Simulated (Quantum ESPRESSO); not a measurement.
**Collinear magnetic orders of FeSb with Quantum ESPRESSO**

A self-consistent run ends on one state, which hangs on the start. Several orders of FeSb are started in Quantum ESPRESSO and their energies compared.

Program: Quantum ESPRESSO 7.5. Level of theory: PBEsol; plane waves with GBRV 1.5 PBEsol potentials, no spin-orbit coupling. Results are calculated unless marked as measured.

The database entry behind the starting cell differs from later determinations by our own check (0.1 to 0.3 % short, probably kX units), so it need not match the best structure at ambient conditions.

## Step 1: The structure

Symmetry: P6_3/mmc, No. 194, hexagonal system. The conventional cell has a = 4.060 Å, b = 4.060 Å, c = 5.130 Å, α = 90.00°, β = 90.00°, γ = 120.00°. Fe has 2 Fe at 2.56 Å and 6 Sb at 2.67 Å nearest. Nearest to Sb lie 6 Fe at 2.67 Å. Farther neighbours are not listed.

The cell comes from the Crystallography Open Database.

## Step 2: Start 1: ferro ++

The signs are those of the starting moments on the seeded atoms, the atoms that are given a moment.

Contents of pw.in:

```
&CONTROL
  calculation = 'scf'
  prefix = 'pwscf'
  outdir = './tmp'
  pseudo_dir = './pseudo'
  disk_io = 'nowf'
/
&SYSTEM
  ibrav = 0
  celldm(1) = 8
  nat = 4
  ntyp = 2
  ecutwfc = 40
  ecutrho = 280
  nbnd = 43
  occupations = 'smearing'
  smearing = 'fd'
  degauss = 0.00734986
  nspin = 2
  starting_magnetization(1) = 0.175
  starting_magnetization(2) = 0
/
&ELECTRONS
  conv_thr = 8d-09
  electron_maxstep = 150
  mixing_beta = 0.3
/
ATOMIC_SPECIES
Fe     55.8450 fe_pbesol_v1.5.uspp.F.UPF
Sb    121.7600 sb_pbesol_v1.4.uspp.F.UPF
CELL_PARAMETERS alat
   0.9590360082476    0.0000000000000    0.0000000000000
  -0.4795180041238    0.8305495462947    0.0000000000000
   0.0000000000000    0.0000000000000    1.2117868774163
ATOMIC_POSITIONS crystal
Fe      0.0000000000    0.0000000000    0.0000000000
Fe      0.0000000000    0.0000000000    0.5000000000
Sb      0.3333333333    0.6666666667    0.2500000000
Sb      0.6666666667    0.3333333333    0.7500000000
K_POINTS automatic
8 8 8 0 0 0
```

The run is started by

```sh
> OMP_NUM_THREADS=1 mpirun -n 4 pw.x -nk 4 -in pw.in > pw.out
```

Then come: run 2 (antiferro q=(0,1/2,1/2) +−+−); run 3 (antiferro +−); run 4 (no spin polarisation); energies of the orders; the lowest state again, with its states saved; löwdin moments.

What does the calculation give for the largest site moment?

The smearing terms TS of the orders run from 69 to 109 meV a seeded atom, so the differences would change at a smaller width: an order with a larger TS is lowered more by the smearing. The largest moment reads 1.76 μB in the sphere and 1.85 μB by Löwdin projection; a site moment hangs on how space is shared out. Only these 4 starts were compared; other wavevectors, canted and longer-period orders were not.

```
lowest state found      : ferromagnetic (from ferro ++)
largest site moment     : 1.76 μB
next state with moments : antiferromagnetic, 26.5 meV a seeded atom higher
state without moments   : 169 meV a seeded atom higher
```

Energies are free energies at an electronic temperature of 1160 K, which lowers moments and differences where the moments are itinerant.

[Logs and program files are shortened in this print: banners, set-up blocks, solver, clock and traceback lines can be left out without a mark of their own.]

[Logs are printed without paths, hosts, clocks, repeated set-up lines and the standing remarks that a program may print on its own settings, such as how far it seeks lower states.]

[Hosts, paths, dates, database ids (printed as entryN), source tags and the programs' standing remarks are cut or masked in the printed files.]

[Where a cell is said to come from a database of computed structures, the database is the Materials Project.]
